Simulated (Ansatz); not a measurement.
# Y on Cu(110): change of the work function

Aim: the work function of Cu(110) at several coverages of Y (longbridge site), and the dipole that each adsorbate carries.

Main program and level: Ansatz 0.2.0; plane-wave DFT, PBE, Ansatz PAW, in the first sound run; inputs show where later runs differ.

## 1. Set-up

The cell holds 5 atoms: 5 Cu. Cell: a = 3.610 Å, b = 2.553 Å, c = 23.105 Å, α = 90.0°, β = 90.0°, γ = 90.0°. Vacuum lies along c.

As a file:

```cif
data_structure
_symmetry_space_group_name_H-M 'P 1'
_symmetry_Int_Tables_number 1
_cell_length_a 3.6100
_cell_length_b 2.5527
_cell_length_c 23.1053
_cell_angle_alpha 90.000
_cell_angle_beta 90.000
_cell_angle_gamma 90.000
_cell_volume 212.92
loop_
_atom_site_label
_atom_site_type_symbol
_atom_site_fract_x
_atom_site_fract_y
_atom_site_fract_z
_atom_site_occupancy
Cu1 Cu 0.00000 0.00000 0.38952 1
Cu2 Cu 0.50000 0.50000 0.44476 1
Cu3 Cu 0.00000 0.00000 0.50000 1
Cu4 Cu 0.50000 0.50000 0.55524 1
Cu5 Cu 0.00000 0.00000 0.61048 1
```

## 2. The clean slab

The bare slab comes first, as the zero from which every change is counted. The two lowest layers are held at bulk places and the upper ones relax. The dipole correction removes the false field that a one-sided slab makes across the periodic vacuum, so each face gets a flat vacuum level of its own.

input.yaml

```yaml
crystal:
  lattice:
    - [3.61, 0.0, 0.0]
    - [0.0, 2.5526554801, 0.0]
    - [0.0, 0.0, 23.1053109602]
  atoms:
    - { symbol: Cu, position: [0.0, 0.0, 0.3895208342] }
    - { symbol: Cu, position: [0.5, 0.5, 0.4447604171] }
    - { symbol: Cu, position: [0.0, 0.0, 0.5] }
    - { symbol: Cu, position: [0.5, 0.5, 0.5552395829] }
    - { symbol: Cu, position: [0.0, 0.0, 0.6104791658] }
kpoints:
  mp_grid: { grid: [8, 12, 1] }
hamiltonian:
  xc: pbe
scf:
  occupations: { method: fermi_dirac, width: 0.1 }
  convergence: { dr2_threshold: 1.0e-08 }
efield:
  axis: 3
  dipole_correction: true
  ramp_position: 0.97
  ramp_width: 0.06
relax:
  f_tol: 0.02
  max_steps: 60
  constraints: [{ sites: [0, 1] }]
output:
  write_potential: true
  write_density: true
  volumetric_format: npy
```

On the command line:

```sh
$ ansatz run input.yaml --threads 4 --pin off --max-ram 12288MiB --backend cpu --events-out ev --progress --plain --runs-dir out
```

Numbers of over 12 decimals in the logs are rounded to 6 here.

Output:

```text
Engine: ansatz 0.2.0, aarch64-unknown-linux-gnu
Pseudopotentials: kind: paw
Pseudopotential: Cu, paw, valence charge 19, recommended cutoff 420 eV (normal), Cu.paw.azcp
Functional definition: PBE
  parameter kappa = 0.804
  parameter beta = 0.066725
  exchange = pbe_x(kappa = kappa, mu = beta*pi^2/3)
  correlation = pbe_c(beta = beta)
Crystal: 5 atoms, lattice volume = 212.917 Å³
Basis set: ecut = 420 eV, 4169 PW (Γ), exchange–correlation on 50×36×320 points (8 copies of the dense FFT grid, shifted against one another)
Bands: 57, of which v1, the nominal top of the filled ones, is band 48 counted from 1 (47 counted from 0)
Symmetry: 4 space group operations
k-points: 35 of 96
Non-local potential: Cu, projectors of the file, l = 0: 3, l = 1: 2, l = 2: 3, l = 3: 1
PAW form: soft (Blöchl's): semilocal exchange-correlation on the pseudo side does not see the compensation charge
PAW one-centre angular grid: Cu, 590 points (default); XC on 64 Gauss nodes
Initial density: superposition of atomic densities (neutral atoms: chi_scale 0, normalization atom), corrected by the library's trained network
Initial wavefunctions: pseudopotential atomic-orbital guess
Functional: x = pbe(κ = 0.804, μ = 0.219515), c = pbe(β = 0.066725)
SCF iter   1: F=—  HF=-33124.037434 eV  |F-HF|=—  |Δ(HF+E_count)|=         —  Δρ=1.82e-3  dr2=2.63e-2  ethr=1.77e-3  p=0.000 e·Å  D=5.34e-14 V/Å  ΔV_dip=-0.00 eV  dr2_dipole=5.91e-9  V_vac-E_F(+/−)=4.25/4.25 eV  ⟨swp⟩=8.6  Hψ=8681  notcnv=0  defer=23
efield: sawtooth ramp at fractional position 0.9700 (set: `efield.ramp_position`, or a place that a band, a saddle search or an elastic batch's reference lends), width 0.0600; the density the first Hamiltonian is built on has a dipole p = 0.000 e·Å; the dipole correction subtracts the counter field D = 5.34e-14 V/Å, which shifts the + side's vacuum level by -0.00 eV against the − side's; the planar-averaged density in the ramp window peaks in size at 5.8e-6 e/Å³
preconditioner: auto → LDOS  [metal: Δε(μ)=0.017 eV  Ē_g=7.516 eV  σ=0.100 eV  W_gap=0.04  n_scr=38 (ndim 8)  ℏωp=18.9 eV  f_vac=0.661  D(μ)=2.06/eV (n_scr^D=8)  β→1.0]
SCF iter   2: F=—  HF=-33124.049891 eV  |F-HF|=—  |Δ(HF+E_count)|=   1.25e-2  Δρ=4.44e-3  dr2=2.76e-2  ethr=2.77e-5  p=0.000 e·Å  D=2.59e-5 V/Å  ΔV_dip=-0.00 eV  dr2_dipole=2.93e-8  V_vac-E_F(+/−)=4.33/4.34 eV  ⟨swp⟩=2.6  Hψ=4282  notcnv=0  defer=66
SCF iter   3: F=—  HF=-33124.047902 eV  |F-HF|=—  |Δ(HF+E_count)|=   1.99e-3  Δρ=3.60e-3  dr2=1.50e-2  ethr=2.77e-5  p=-0.000 e·Å  D=-9.72e-6 V/Å  ΔV_dip=0.00 eV  dr2_dipole=2.58e-9  V_vac-E_F(+/−)=4.33/4.33 eV  ⟨swp⟩=2.0  Hψ=3841  notcnv=0  defer=66
SCF iter   4: F=—  HF=-33124.044301 eV  |F-HF|=—  |Δ(HF+E_count)|=   3.60e-3  Δρ=4.61e-4  dr2=2.81e-4  ethr=1.58e-5  p=-0.000 e·Å  D=-3.52e-6 V/Å  ΔV_dip=0.00 eV  dr2_dipole=5.91e-10  V_vac-E_F(+/−)=4.30/4.30 eV  ⟨swp⟩=2.0  Hψ=2892  notcnv=0  defer=66
SCF iter   5: F=—  HF=-33124.044289 eV  |F-HF|=—  |Δ(HF+E_count)|=   1.29e-5  Δρ=3.59e-4  dr2=1.81e-4  ethr=2.96e-7  p=-0.000 e·Å  D=-1.40e-7 V/Å  ΔV_dip=0.00 eV  dr2_dipole=5.71e-10  V_vac-E_F(+/−)=4.30/4.30 eV  ⟨swp⟩=2.9  Hψ=4118  notcnv=0  defer=62
SCF iter   6: F=—  HF=-33124.044269 eV  |F-HF|=—  |Δ(HF+E_count)|=   1.97e-5  Δρ=1.08e-4  dr2=1.67e-5  ethr=1.91e-7  p=0.000 e·Å  D=2.63e-8 V/Å  ΔV_dip=-0.00 eV  dr2_dipole=1.92e-10  V_vac-E_F(+/−)=4.30/4.30 eV  ⟨swp⟩=2.0  Hψ=2619  notcnv=0  defer=62
SCF iter   7: F=—  HF=-33124.044270 eV  |F-HF|=—  |Δ(HF+E_count)|=   9.84e-7  Δρ=6.33e-5  dr2=5.88e-6  ethr=1.76e-8  p=0.000 e·Å  D=2.54e-7 V/Å  ΔV_dip=-0.00 eV  dr2_dipole=8.34e-11  V_vac-E_F(+/−)=4.30/4.30 eV  ⟨swp⟩=2.0  Hψ=2852  notcnv=0  defer=62
SCF iter   8: F=—  HF=-33124.044208 eV  |F-HF|=—  |Δ(HF+E_count)|=   6.13e-5  Δρ=2.08e-5  dr2=6.14e-7  ethr=6.19e-9  p=-0.000 e·Å  D=-7.44e-8 V/Å  ΔV_dip=0.00 eV  dr2_dipole=4.70e-11  V_vac-E_F(+/−)=4.30/4.30 eV  ⟨swp⟩=2.0  Hψ=2698  notcnv=0  defer=61
SCF iter   9: F=—  HF=-33124.044209 eV  |F-HF|=—  |Δ(HF+E_count)|=   8.03e-7  Δρ=6.78e-6  dr2=6.55e-8  ethr=6.47e-10  p=0.000 e·Å  D=2.56e-7 V/Å  ΔV_dip=-0.00 eV  dr2_dipole=3.86e-13  V_vac-E_F(+/−)=4.30/4.30 eV  ⟨swp⟩=2.0  Hψ=2905  notcnv=0  defer=60
SCF iter  10: F=-33124.044209 eV  HF=-33124.044209 eV  |F-HF|=2.41e-8  |Δ(HF+E_count)|=   2.21e-7  Δρ=1.92e-6  dr2=5.90e-9  ethr=1.05e-11  p=-0.000 e·Å  D=-2.01e-7 V/Å  ΔV_dip=0.00 eV  dr2_dipole=4.73e-14  V_vac-E_F(+/−)=4.30/4.30 eV  ⟨swp⟩=7.6  Hψ=13797  notcnv=0
SCF 1 converged in 10 iterations: F = -33124.044209 eV  dr2 = 5.90e-9
  greatest PAW one-centre occupation: 1.000 electrons in one spin orbital (limit 2), on the Cu atom at site 0 (counted from 0), in its partial waves of l = 0
relax step   1: F+E_penalty+E_count = -33124.04420945 eV  Δ(F+E_penalty+E_count) = +0.000e0 eV  max|allowed force component| = 4.112e-1 eV/Å  Δτ_max = 0.0000 Å  (10 SCF iters, accepted)
Initial density: handed on by an earlier stage of this run
Initial wavefunctions: those handed on with the density
iter 1 solved again at ethr=2.52e-6 eV; its pass at ethr=3.10e-3 eV (dr2=2.39e-3 eV) is discarded
SCF iter   1: F=—  HF=-33124.056752 eV  |F-HF|=—  |Δ(HF+E_count)|=         —  Δρ=1.52e-3  dr2=2.38e-3  ethr=2.52e-6  p=-0.000 e·Å  D=-7.08e-7 V/Å  ΔV_dip=0.00 eV  dr2_dipole=1.28e-5  V_vac-E_F(+/−)=4.30/4.30 eV  ⟨swp⟩=2.6  Hψ=6273  notcnv=0  defer=68
efield: sawtooth ramp at fractional position 0.9700 (set: `efield.ramp_position`, or a place that a band, a saddle search or an elastic batch's reference lends), width 0.0600; the density the first Hamiltonian is built on has a dipole p = -0.000 e·Å; the dipole correction subtracts the counter field D = -7.08e-7 V/Å, which shifts the + side's vacuum level by +0.00 eV against the − side's; the planar-averaged density in the ramp window peaks in size at 8.1e-6 e/Å³
preconditioner: auto → LDOS  [metal: Δε(μ)=0.044 eV  Ē_g=7.594 eV  σ=0.100 eV  W_gap=0.11  n_scr=38 (ndim 8)  ℏωp=18.9 eV  f_vac=0.661  D(μ)=2.01/eV (n_scr^D=8)  β→1.0]
SCF iter   2: F=—  HF=-33124.057103 eV  |F-HF|=—  |Δ(HF+E_count)|=   3.51e-4  Δρ=2.07e-3  dr2=5.53e-3  ethr=2.50e-6  p=-0.003 e·Å  D=-2.37e-3 V/Å  ΔV_dip=0.05 eV  dr2_dipole=7.98e-5  V_vac-E_F(+/−)=4.35/4.30 eV  ⟨swp⟩=2.1  Hψ=3639  notcnv=0  defer=68  recentre
SCF iter   3: F=—  HF=-33124.056214 eV  |F-HF|=—  |Δ(HF+E_count)|=   8.89e-4  Δρ=1.02e-3  dr2=1.26e-3  ethr=2.50e-6  p=-0.000 e·Å  D=-2.14e-4 V/Å  ΔV_dip=0.00 eV  dr2_dipole=1.25e-6  V_vac-E_F(+/−)=4.30/4.30 eV  ⟨swp⟩=2.0  Hψ=3609  notcnv=0  defer=68
[...]
SCF iter   9: F=—  HF=-33124.055881 eV  |F-HF|=—  |Δ(HF+E_count)|=   4.83e-8  Δρ=3.06e-6  dr2=2.20e-8  ethr=8.12e-11  p=-0.001 e·Å  D=-5.33e-4 V/Å  ΔV_dip=0.01 eV  dr2_dipole=2.36e-9  V_vac-E_F(+/−)=4.31/4.30 eV  ⟨swp⟩=2.0  Hψ=2867  notcnv=0  defer=68
SCF iter  10: F=-33124.055881 eV  HF=-33124.055881 eV  |F-HF|=5.48e-9  |Δ(HF+E_count)|=   2.07e-9  Δρ=1.29e-6  dr2=5.27e-9  ethr=1.05e-11  p=-0.001 e·Å  D=-5.33e-4 V/Å  ΔV_dip=0.01 eV  dr2_dipole=9.30e-10  V_vac-E_F(+/−)=4.31/4.30 eV  ⟨swp⟩=8.7  Hψ=12278  notcnv=0
SCF 2 converged in 10 iterations: F = -33124.055881 eV  dr2 = 5.27e-9
relax step   2: F+E_penalty+E_count = -33124.05588087 eV  Δ(F+E_penalty+E_count) = -1.167e-2 eV  max|allowed force component| = 2.805e-1 eV/Å  Δτ_max = 0.0209 Å  (10 SCF iters, accepted)
SCF iter   1: F=—  HF=-33124.068633 eV  |F-HF|=—  |Δ(HF+E_count)|=         —  Δρ=2.95e-3  dr2=8.60e-3  ethr=9.41e-5  p=-0.001 e·Å  D=-5.33e-4 V/Å  ΔV_dip=0.01 eV  dr2_dipole=4.11e-5  V_vac-E_F(+/−)=4.31/4.30 eV  ⟨swp⟩=4.8  Hψ=4732  notcnv=0  defer=67
efield: sawtooth ramp at fractional position 0.9700 (set: `efield.ramp_position`, or a place that a band, a saddle search or an elastic batch's reference lends), width 0.0600; the density the first Hamiltonian is built on has a dipole p = -0.001 e·Å; the dipole correction subtracts the counter field D = -5.33e-4 V/Å, which shifts the + side's vacuum level by +0.01 eV against the − side's; the planar-averaged density in the ramp window peaks in size at 8.9e-6 e/Å³
preconditioner: auto → LDOS  [metal: Δε(μ)=0.051 eV  Ē_g=7.608 eV  σ=0.100 eV  W_gap=0.13  n_scr=38 (ndim 8)  ℏωp=18.9 eV  f_vac=0.663  D(μ)=1.97/eV (n_scr^D=8)  β→1.0]
SCF iter   2: F=—  HF=-33124.069013 eV  |F-HF|=—  |Δ(HF+E_count)|=   3.80e-4  Δρ=3.65e-3  dr2=1.76e-2  ethr=9.05e-6  p=-0.006 e·Å  D=-5.35e-3 V/Å  ΔV_dip=0.12 eV  dr2_dipole=1.39e-4  V_vac-E_F(+/−)=4.42/4.30 eV  ⟨swp⟩=2.4  Hψ=4218  notcnv=0  defer=69
SCF iter   3: F=—  HF=-33124.067462 eV  |F-HF|=—  |Δ(HF+E_count)|=   1.55e-3  Δρ=2.87e-3  dr2=1.03e-2  ethr=9.05e-6  p=-0.001 e·Å  D=-7.34e-4 V/Å  ΔV_dip=0.02 eV  dr2_dipole=4.26e-6  V_vac-E_F(+/−)=4.32/4.30 eV  ⟨swp⟩=2.2  Hψ=3708  notcnv=0  defer=69
SCF iter   4: F=—  HF=-33124.065518 eV  |F-HF|=—  |Δ(HF+E_count)|=   1.94e-3  Δρ=9.84e-4  dr2=1.27e-3  ethr=9.05e-6  p=-0.001 e·Å  D=-9.99e-4 V/Å  ΔV_dip=0.02 eV  dr2_dipole=1.43e-5  V_vac-E_F(+/−)=4.32/4.30 eV  ⟨swp⟩=2.0  Hψ=2678  notcnv=0  defer=69
SCF iter   5: F=—  HF=-33124.065252 eV  |F-HF|=—  |Δ(HF+E_count)|=   2.66e-4  Δρ=3.00e-4  dr2=1.10e-4  ethr=1.34e-6  p=-0.002 e·Å  D=-1.72e-3 V/Å  ΔV_dip=0.04 eV  dr2_dipole=1.33e-6  V_vac-E_F(+/−)=4.34/4.30 eV  ⟨swp⟩=2.0  Hψ=2828  notcnv=0  defer=69
SCF iter   6: F=—  HF=-33124.065235 eV  |F-HF|=—  |Δ(HF+E_count)|=   1.67e-5  Δρ=2.84e-5  dr2=2.45e-6  ethr=1.16e-7  p=-0.002 e·Å  D=-1.91e-3 V/Å  ΔV_dip=0.04 eV  dr2_dipole=5.27e-7  V_vac-E_F(+/−)=4.34/4.30 eV  ⟨swp⟩=2.0  Hψ=3116  notcnv=0  defer=69
SCF iter   7: F=—  HF=-33124.065176 eV  |F-HF|=—  |Δ(HF+E_count)|=   5.93e-5  Δρ=4.93e-5  dr2=4.13e-6  ethr=2.58e-9  p=-0.002 e·Å  D=-1.96e-3 V/Å  ΔV_dip=0.05 eV  dr2_dipole=3.05e-7  V_vac-E_F(+/−)=4.35/4.30 eV  ⟨swp⟩=3.1  Hψ=4057  notcnv=0  defer=68
SCF iter   8: F=—  HF=-33124.065176 eV  |F-HF|=—  |Δ(HF+E_count)|=   6.90e-8  Δρ=2.53e-5  dr2=1.28e-6  ethr=2.58e-9  p=-0.002 e·Å  D=-1.97e-3 V/Å  ΔV_dip=0.05 eV  dr2_dipole=1.10e-7  V_vac-E_F(+/−)=4.35/4.30 eV  ⟨swp⟩=2.0  Hψ=2816  notcnv=0  defer=68
SCF iter   9: F=—  HF=-33124.065176 eV  |F-HF|=—  |Δ(HF+E_count)|=   9.01e-8  Δρ=9.27e-6  dr2=2.02e-7  ethr=1.35e-9  p=-0.002 e·Å  D=-1.98e-3 V/Å  ΔV_dip=0.05 eV  dr2_dipole=1.57e-8  V_vac-E_F(+/−)=4.35/4.30 eV  ⟨swp⟩=2.1  Hψ=2466  notcnv=0  defer=68
SCF iter  10: F=—  HF=-33124.065176 eV  |F-HF|=—  |Δ(HF+E_count)|=   2.73e-8  Δρ=3.05e-6  dr2=2.70e-8  ethr=2.12e-10  p=-0.002 e·Å  D=-1.97e-3 V/Å  ΔV_dip=0.05 eV  dr2_dipole=3.25e-9  V_vac-E_F(+/−)=4.35/4.30 eV  ⟨swp⟩=2.0  Hψ=2753  notcnv=0  defer=68
SCF iter  11: F=-33124.065176 eV  HF=-33124.065176 eV  |F-HF|=4.52e-8  |Δ(HF+E_count)|=   9.03e-8  Δρ=1.20e-6  dr2=3.78e-9  ethr=1.05e-11  p=-0.002 e·Å  D=-1.97e-3 V/Å  ΔV_dip=0.05 eV  dr2_dipole=2.91e-10  V_vac-E_F(+/−)=4.35/4.30 eV  ⟨swp⟩=9.0  Hψ=13186  notcnv=0
SCF 3 converged in 11 iterations: F = -33124.065176 eV  dr2 = 3.78e-9
relax step   3: F+E_penalty+E_count = -33124.06517577 eV  Δ(F+E_penalty+E_count) = -9.295e-3 eV  max|allowed force component| = 5.219e-3 eV/Å  Δτ_max = 0.0400 Å  (11 SCF iters, accepted)
NSCF: frozen V_eff on 35 k-points
the search or the solves at the SCF's close seem to have found levels that the self-consistency loop had missed (the run counts 3). By its estimate they hold under 1e-12 electrons; where the run keeps them, the occupations were computed again with them
WARN: The output density's exchange-correlation potential varies sharply where the density is thin. Do not read a vacuum level from v_tot or v_xc, or from such a field of the output density. On a cell that repeats whose density bears no net charge and no dipole along the vacuum's axis use v_es (v_loc + v_h of the components); under efield.dipole_correction with no amplitude use v_es + v_field, which holds any externa [...]
SCF converged after 11 iterations
Free energy (F): -33124.065176 eV
Harris-Foulkes:  -33124.065176 eV  (|F-HF|=4.52e-8)
Internal energy: -33124.002237 eV  (E = F + TS)
E sigma→0 (E₀):  -33124.033706 eV
Entropy (-TS):   -0.062939 eV (-12.588 meV/atom)
Fermi energy:    1.564038 eV
Dipole field:    D = -0.001993 V/Å  (p = -0.002346 e·Å, saw-weighted, corrected)
Work function:   Φ+ = 4.3459 eV   Φ− = 4.2998 eV
Levels:          The Fermi level and band energies are counted from a zero that moves with the ramp; work functions are not
--- Per-component energies (eV) ---
  E_band       = -3219.265394
  E_kinetic    = 1497.694829
  E_local      = -201451.182222  (includes V_loc(G=0)·N_el)
  E_nonlocal   = 1959.851697
  E_hartree    = 98811.997756
  E_xc         = -443.263429
  E_vxc        = -571.589956  (∫ρ·V_xc dr)
  E_paw        = -8324.516314  (= ΣΔE_a)
  E_vpaw       = -2278.033758  (= ΣTr[D̂ρ^β])
  E_aug_tail   = 0.001382  (compensation charges beyond the density's cutoff)
  E_efield     = 0.000002  (sawtooth field / dipole correction)
  E_vefield    = -0.000040  (∫n·V_field dr)
  E_ewald      = 74825.414063
  E_smearing   = -0.062939  (= −TS)
  E_closure    = 0.000000  (closes the sum)
  Σ components = -33124.065176   (vs F -33124.065176, Δ=0.00e0)
--- Forces (eV/Å), atoms counted from 1 ---
  atom   1  Cu     0.00000000     0.00000000     0.33797123
  atom   2  Cu     0.00000000     0.00000000    -0.34048931
  atom   3  Cu     0.00000000     0.00000000    -0.00521914
  atom   4  Cu     0.00000000     0.00000000     0.00317911
  atom   5  Cu     0.00000000     0.00000000     0.00457216
  max |Σ_I F_I| component: 1.40e-5 eV/Å
--- Band table (eV; the first three rows and the last of 35) ---
  k-point 0: bands = [... 44 lower, 0.0178, 0.0972, 0.1930, 0.3336, 2.0637, 4.2560, 4.5680, 5.7951, ... 5 higher]
  k-point 1: bands = [... 44 lower, -0.0133, 0.0869, 0.1463, 0.4130, 2.2303, 4.5856, 4.7283, 5.9535, ... 5 higher]
  k-point 2: bands = [... 44 lower, -0.0566, -0.0196, 0.1762, 0.6274, 2.7033, 5.1940, 5.4589, 6.4246, ... 5 higher]
  k-point 34: bands = [... 44 lower, 0.2328, 1.7728, 1.9942, 4.1660, 4.6101, 5.5823, 5.7070, 6.3197, ... 5 higher]
--- Relaxed structure (3 steps of the walk, 3 accepted, 0 SCFs on fresh bases) ---
  F+E_penalty+E_count = -33124.06517577 eV   max|allowed force component| = 5.219e-3 eV/Å
  atoms:
    - { symbol: Cu, position: [0.0, 0.0, 0.3895208342] }
    - { symbol: Cu, position: [0.5, 0.5, 0.4447604171] }
    - { symbol: Cu, position: [0.0, 0.0, 0.499852] }
    - { symbol: Cu, position: [0.5, 0.5, 0.557720] }
    - { symbol: Cu, position: [0.0, 0.0, 0.608096] }
```

Run time: 30 s. Hardware: 4 threads of Arm Neoverse V2, shared host; peak memory 0.7 GiB; 2 min of CPU time.

Relaxation path:

```tsv
step	energy less that of the first step (eV)	largest force component (eV/Å)
1	0.0000	0.4112
2	-0.0117	0.2805
3	-0.0210	0.0052
```

The run keeps the 4 symmetry operations that it works with, so distortions that break them were not tested.

The atoms that moved most (Å):

```tsv
atom	dx	dy	dz	length
Cu4	0.000	0.000	0.057	0.057
Cu5	0.000	0.000	-0.055	0.055
```

The relaxed structure:

```cif
data_structure
_symmetry_space_group_name_H-M 'P 1'
_symmetry_Int_Tables_number 1
_cell_length_a 3.6100
_cell_length_b 2.5527
_cell_length_c 23.1053
_cell_angle_alpha 90.000
_cell_angle_beta 90.000
_cell_angle_gamma 90.000
_cell_volume 212.92
loop_
_atom_site_label
_atom_site_type_symbol
_atom_site_fract_x
_atom_site_fract_y
_atom_site_fract_z
_atom_site_occupancy
Cu1 Cu 0.00000 0.00000 0.38952 1
Cu2 Cu 0.50000 0.50000 0.44476 1
Cu3 Cu 0.00000 0.00000 0.49985 1
Cu4 Cu 0.50000 0.50000 0.55772 1
Cu5 Cu 0.00000 0.00000 0.60810 1
```

This step gave:

```yaml
energy_at_zero_smearing: -33124.0337 eV
work_function_upper_face: 4.346 eV
work_function_lower_face: 4.300 eV
dipole_along_the_normal: -0.002346 e·Å
step_between_the_vacuum_levels: 0.04607 eV
```

Running mean over 1.276 Å of the planar mean; the ramp of the sawtooth is left out. Table of electron's electrostatic potential energy less the Fermi level by z:

z (Å), electron's electrostatic potential energy less the Fermi level (eV) and a bar from the least value:
```
        4       4.30 ##############################
        5       4.30 ##############################
        6       4.28 ##############################
        7       4.06 #############################
        8       0.90 ######################
        9      -7.51 ####
       10      -8.72 #
       11      -8.87 #
       12      -8.33 ##
       13      -9.33 
       14      -8.38 ##
       15       0.51 ######################
       16       4.08 #############################
       17       4.32 ##############################
       18       4.34 ##############################
       19       4.35 ##############################
       20       4.35 ##############################
```

The relaxation took 3 steps and lowered the energy by 0.021 eV; the largest force on the free atoms ends at 0.0052 eV/Å.

The work function of the upper face is 4.35 eV.

[end of part 1 of 5]

[Logs are printed without paths, hosts, clocks, repeated set-up lines and the standing remarks that a program may print on its own settings, such as how far it seeks lower states.]

[Hosts, paths, dates, database ids (printed as entryN), source tags and the programs' standing remarks are cut or masked in the printed files.]

[Maps of the electrostatic potential energy from Ansatz leave out the sawtooth potential of an applied field or a dipole correction, so their vacuum need not be flat; planar profiles and work functions include it.]
